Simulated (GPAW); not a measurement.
**Cl-SiC-Cl chair monolayer: simulated STM images**

Aim: Tersoff-Hamann images of Cl-SiC-Cl chair monolayer at several biases.

Main program and level: GPAW 26.7.0; GPAW, PAW setups; layer in a repeated cell with vacuum, relaxation of atoms and in-plane cell, in the first sound run; inputs show where later runs differ.

**1. The starting structure**

The cell holds 4 atoms: 2 Cl, 1 C and 1 Si. Cell: a = 3.086 Å, b = 3.086 Å, c = 18.533 Å, α = 90.0°, β = 90.0°, γ = 120.0°. Vacuum lies along c.

**2. Relaxing the atoms**

The atoms are relaxed first, since the surface dipole, and with it the work function, follows the positions of the outer layers.

File run.py:

```python
import json
import numpy as np
from ase import Atoms
from ase.filters import FrechetCellFilter
from ase.optimize import BFGS
from gpaw import GPAW, PW

slab = Atoms(
    ['Cl', 'C', 'Si', 'Cl'],
    positions=[
        [1.54275, 0.89071, 7.00000],
        [1.54275, 0.89071, 8.78000],
        [-0.00000, 1.78141, 9.40333],
        [-0.00000, 1.78141, 11.53333]],
    cell=[[3.0855, 0.0, 0.0], [-1.54275, 2.67212, 0.0], [0.0, 0.0, 18.5333]],
    pbc=[True, True, True])

slab.calc = GPAW(mode=PW(600), xc='PBE', kpts={'size': (12, 12, 1), 'gamma': True},
                 occupations={'name': 'fermi-dirac', 'width': 0.05}, nbands='200%',
                 convergence={'density': 1e-05}, maxiter=200,
                 symmetry={'tolerance': 1e-3}, txt='slab.txt')
result = {}
# The in-plane cell is free; stress needs a cell that repeats along all three vectors
path = []
opt = BFGS(FrechetCellFilter(slab, mask=[1, 1, 0, 0, 0, 1]), maxstep=0.2)
opt.attach(lambda: path.append((slab.get_potential_energy(), slab.positions.tolist(), slab.get_forces().tolist())))
result['relaxed'] = bool(opt.run(fmax=0.02, steps=45))
result['path'] = path
result['cell'] = slab.cell.tolist()
print('in-plane lattice', slab.cell.cellpar().round(4)[[0, 1, 5]])
energy = slab.get_potential_energy()
fermi = slab.calc.get_fermi_level()
v = slab.calc.get_electrostatic_potential().mean((0, 1)) - fermi
n = slab.calc.get_pseudo_density().mean((0, 1))
L = slab.cell[2, 2]
z = np.arange(len(v)) * L / len(v)
low, high = slab.positions[:, 2].min(), slab.positions[:, 2].max()
below, above = np.interp([low - 4.8, high + 4.8], z, v)
slopes = [np.interp(x, z, np.gradient(v, z)) for x in (low - 4.8, high + 4.8)]
eps = np.array([[slab.calc.get_eigenvalues(k, s) for k in range(len(slab.calc.get_ibz_k_points()))]
                for s in range(slab.calc.get_number_of_spins())]) - fermi
top, bottom = eps[eps < 0].max(), eps[eps > 0].min()
dipole = slab.get_dipole_moment()[2]
print(f'energy {energy:.4f} eV, Fermi level {fermi:.4f} eV, dipole {dipole:.5f} e A')
print(f'potential 4.8 A off the faces, from the Fermi level: lower {below:.4f} eV, upper {above:.4f} eV')
print(f'slope of the potential there: lower {slopes[0]:.5f}, upper {slopes[1]:.5f} eV/A')
print(f'nearest levels on the mesh: {top:.4f} and {bottom:.4f} eV')
print('magnetic moment', round(slab.get_magnetic_moment(), 3))
result.update(energy=energy, fermi=fermi, dipole=dipole, below=below, above=above, slopes=slopes, edges=[top, bottom],
              z=z.tolist(), v=v.tolist(), n=n.tolist(), positions=slab.positions.tolist(),
              forces=slab.get_forces(apply_constraint=False).tolist(), moments=slab.get_magnetic_moments().tolist())
json.dump(result, open('result.json', 'w'))
```

Launch:

```
$ OMP_NUM_THREADS=1 OPENBLAS_NUM_THREADS=1 python run.py
```

The log of the run:

```text
Step          Energy          fmax
BFGS:    0      -18.757285        1.690223
BFGS:    1      -18.886187        1.480736
BFGS:    2      -19.094188        1.575455
BFGS:    3      -19.164552        1.216290
BFGS:    4      -19.238896        0.444124
BFGS:    5      -19.243866        0.291880
BFGS:    6      -19.246128        0.104889
BFGS:    7      -19.246410        0.069054
BFGS:    8      -19.246574        0.044353
BFGS:    9      -19.246668        0.024212
BFGS:   10      -19.246709        0.010335
in-plane lattice [  3.2791   3.2791 120.    ]
energy -19.2467 eV, Fermi level -0.4047 eV, dipole -0.01320 e A
potential 4.8 A off the faces, from the Fermi level: lower 4.3903 eV, upper 4.4525 eV
slope of the potential there: lower -0.01385, upper -0.01385 eV/A
nearest levels on the mesh: -1.1779 and 1.0545 eV
magnetic moment 0.0
```

It took 11 min on 1 thread of Arm Neoverse N1, shared host; peak memory 0.34 GiB.

Numbers from this step:

| Property | Result |
| --- | --- |
| dipole along the normal | -0.01320 e·Å |
| levels nearest the Fermi level on the mesh | -1.178, 1.054 eV from the Fermi level |

The electrostatic potential energy of an electron (without an applied field's), less the Fermi level, planar mean by z:

z (Å), electrostatic potential energy of an electron (without an applied field's), less the Fermi level, planar mean (eV) and a bar from the least value:
```
        0        4.4 ##############################
        1        4.4 ##############################
        2        4.4 ##############################
        3        4.4 ##############################
        4        4.4 ##############################
        5        4.3 ##############################
        6        3.1 ############################
        7      -16.6 #
        8       -0.1 ########################
        9      -17.6 
       10       -5.2 #################
       11       -5.3 #################
       12       -2.1 #####################
       13        4.3 ##############################
       14        4.5 ##############################
       15        4.5 ##############################
       16        4.5 ##############################
       17        4.4 ##############################
       18        4.4 ##############################
```

Pseudo valence density, planar mean against z:

```csv
z (Å),"pseudo valence density, planar mean (e/Å³)"
3.5,1.0e-5
4.0,6.2e-5
4.5,3.8e-4
5.0,0.00233
5.5,0.0146
6.0,0.0885
6.5,0.389
7.0,0.499
7.5,0.409
8.0,0.224
8.5,0.370
9.0,0.576
9.5,0.330
10.0,0.193
10.5,0.221
11.0,0.447
11.5,0.479
12.0,0.362
12.5,0.0841
13.0,0.0141
13.5,0.00229
14.0,3.8e-4
14.5,6.3e-5
15.0,1.0e-5
```

The relaxation lowered the energy of the cell by 0.489 eV (energies extrapolated to zero smearing; the optimiser's log prints free energies). The largest force left on a free atom is 0.010 eV/Å.

**3. Plane waves, PBE**

With the geometry fixed, the planar mean of the potential gives the vacuum level on each side.

This step: GPAW, PAW setups; slab in vacuum (GPAW 26.7.0).

The cell differs from the one that the last finished run ended in (c 18.533 → 18.438 Å).

File run.py:

```python
import json
import numpy as np
from ase import Atoms
from ase.dft.stm import STM
from gpaw import GPAW, PW

slab = Atoms(
    ['Cl', 'C', 'Si', 'Cl'],
    positions=[
        [1.63957, 0.94661, 7.00000],
        [1.63957, 0.94661, 8.83647],
        [0.00000, 1.89320, 9.38648],
        [0.00000, 1.89320, 11.43777]],
    cell=[[3.27913, -0.0, 0.0], [-1.63957, 2.83981, 0.0], [0.0, 0.0, 18.4378]],
    pbc=[True, True, False])

slab.calc = GPAW(mode=PW(500), xc='PBE', kpts={'size': (12, 12, 1), 'gamma': True},
                 occupations={'name': 'fermi-dirac', 'width': 0.05}, nbands='200%',
                 convergence={'density': 1e-05}, maxiter=200,
                 poissonsolver={'dipolelayer': 'xy'},
                 symmetry={'tolerance': 1e-3}, txt='slab.txt')
result = {}
energy = slab.get_potential_energy()
fermi = slab.calc.get_fermi_level()
v = slab.calc.get_electrostatic_potential().mean((0, 1)) - fermi
n = slab.calc.get_pseudo_density().mean((0, 1))
L = slab.cell[2, 2]
z = np.arange(len(v)) * L / len(v)
low, high = slab.positions[:, 2].min(), slab.positions[:, 2].max()
below, above = np.interp([low - 4.8, high + 4.8], z, v)
slopes = [np.interp(x, z, np.gradient(v, z)) for x in (low - 4.8, high + 4.8)]
eps = np.array([[slab.calc.get_eigenvalues(k, s) for k in range(len(slab.calc.get_ibz_k_points()))]
                for s in range(slab.calc.get_number_of_spins())]) - fermi
top, bottom = eps[eps < 0].max(), eps[eps > 0].min()
dipole = slab.get_dipole_moment()[2]
print(f'energy {energy:.4f} eV, Fermi level {fermi:.4f} eV, dipole {dipole:.5f} e A')
print(f'potential 4.8 A off the faces, from the Fermi level: lower {below:.4f} eV, upper {above:.4f} eV')
print(f'slope of the potential there: lower {slopes[0]:.5f}, upper {slopes[1]:.5f} eV/A')
print(f'nearest levels on the mesh: {top:.4f} and {bottom:.4f} eV')
print('magnetic moment', round(slab.get_magnetic_moment(), 3))
result.update(energy=energy, fermi=fermi, dipole=dipole, below=below, above=above, slopes=slopes, edges=[top, bottom],
              z=z.tolist(), v=v.tolist(), n=n.tolist(), positions=slab.positions.tolist(),
              forces=slab.get_forces(apply_constraint=False).tolist(), moments=slab.get_magnetic_moments().tolist())

# Images need the states of the whole zone, up to time reversal
slab.calc = slab.calc.fixed_density(symmetry={'point_group': False}, txt='states.txt', nbands='290%',
                                    convergence={'bands': 'CBM+1.3'})
stm = STM(slab)
result['stm'] = []
for bias in [-1.0, 1.0]:
    height = high + 3.5
    current = stm.get_averaged_current(bias, height)
    x, y, h = stm.scan(bias, current)
    i, f = divmod(height / L * stm.ldos.shape[2], 1)
    I = abs((1 - f) * stm.ldos[:, :, int(i)] + f * stm.ldos[:, :, int(i) + 1])
    print(f'bias {bias} V: mean current at 3.5 A {current:.4e}, corrugation {np.ptp(h):.4f} A')
    result['stm'].append(dict(bias=bias, current=current, h=(h - high).tolist(), I=I.tolist()))
json.dump(result, open('result.json', 'w'))
```

The log of the run:

```text
energy -19.2215 eV, Fermi level -0.5084 eV, dipole -0.00920 e A
potential 4.8 A off the faces, from the Fermi level: lower 4.4568 eV, upper 4.6357 eV
slope of the potential there: lower 0.00003, upper -0.00004 eV/A
nearest levels on the mesh: -1.0563 and 1.1772 eV
magnetic moment 0.0
bias -1.0 V: mean current at 3.5 A 0.0000e+00, corrugation 0.0000 A
bias 1.0 V: mean current at 3.5 A 0.0000e+00, corrugation 0.0000 A
```

Run time: 4 min. Hardware: 1 thread; peak memory 0.5 GiB.

This step gave:

```
dipole along the normal                    : -0.009200 e·Å
levels nearest the Fermi level on the mesh : -1.056, 1.177 eV from the Fermi level
upper work function                        : 4.636 eV
lower work function                        : 4.457 eV
upper ionisation energy                    : 5.692 eV
```

Electrostatic potential energy of an electron (without an applied field's), less the Fermi level, planar mean against z:

```csv
z (Å),"electrostatic potential energy of an electron (without an applied field's), less the Fermi level, planar mean (eV)"
0.0,4.55
0.5,4.46
1.0,4.46
1.5,4.46
2.0,4.46
2.5,4.46
3.0,4.46
3.5,4.46
4.0,4.46
4.5,4.45
5.0,4.42
5.5,4.26
6.0,3.19
6.5,-3.05
7.0,-16.6
7.5,-4.30
8.0,-0.0487
8.5,-7.01
9.0,-17.5
9.5,-15.3
10.0,-4.82
10.5,0.222
11.0,-5.56
11.5,-16.2
12.0,-1.69
12.5,3.55
13.0,4.46
13.5,4.61
14.0,4.63
14.5,4.63
15.0,4.64
15.5,4.64
16.0,4.64
16.5,4.64
17.0,4.64
17.5,4.64
18.0,4.63
```

The pseudo valence density, planar mean oscillates, so the rows of the table below give means over windows of 1 Å about each position, cut where the curve ends. Its maxima inside the range that stand out by 2 % of the span (Å: e/Å³): 6.7: 0.519, 9.0: 0.571, 11.1: 0.505, 11.7: 0.503. Its minima: 8.1: 0.220, 10.2: 0.179, 11.5: 0.482.

Table of pseudo valence density, planar mean by z; means over each step:

```csv
z (Å),"pseudo valence density, planar mean (e/Å³)"
3,3.3e-6
4,1.1e-4
5,0.00430
6,0.138
7,0.481
8,0.284
9,0.477
10,0.221
11,0.408
12,0.327
13,0.0221
14,6.1e-4
15,1.8e-5
```

The layer is gapped, so the Fermi level lies somewhere inside the gap, set by smearing and numerics, and these work functions are no property of the material; the band edges below the vacuum level are. The potential is flat to 3.6e-5 eV/Å where it is read, so the vacuum is wide enough. At -1 and 1 V the search found no usable constant-current contour near the set height, since the window lies inside the gap and carries no current, so the printed corrugation is no image; it is left out.

**4. Results**

```yaml
work_function_upper_and_lower_face_fermi_level_placed_in_the_gap_by_the_smearing: 4.636 and 4.457 eV
ionisation_energy_from_the_upper_face_highest_filled_level_on_the_mesh: 5.69 eV
electron_affinity_from_the_upper_face_lowest_empty_kohn_sham_level_on_the_mesh: 3.46 eV
dipole_along_the_normal: -0.00920 e Å
```

With plane waves and PBE the ionisation energy from the upper face is 5.69 eV and the Kohn-Sham electron affinity 3.46 eV. The two faces differ by 0.18 eV, the step that the slab's dipole makes (e p/(ε0 A) gives 0.18 eV), so the dipole layer is needed. The levels nearest the Fermi level on the mesh lie 2.23 eV apart, so the slab is gapped there: the smearing puts the Fermi level inside the gap, and from either face the ionisation energy is the work function plus 1.1 eV. Both are Kohn-Sham levels on the mesh, and semilocal gaps are too small, so the affinity tends to come out too large and the ionisation energy too small. The starting lattice was a guess from atomic radii; the relaxation moved it by 6 %. The relaxation of atoms and cell ran in a fully periodic cell without the dipole layer, so the atoms of this polar layer felt a small spurious field. The layer's cell and atoms come from the relaxation; spin-orbit coupling and temperature are left out.

[Logs are printed without paths, hosts, clocks, repeated set-up lines and the standing remarks that a program may print on its own settings, such as how far it seeks lower states.]

[Hosts, paths, dates, database ids (printed as entryN), source tags and the programs' standing remarks are cut or masked in the printed files.]
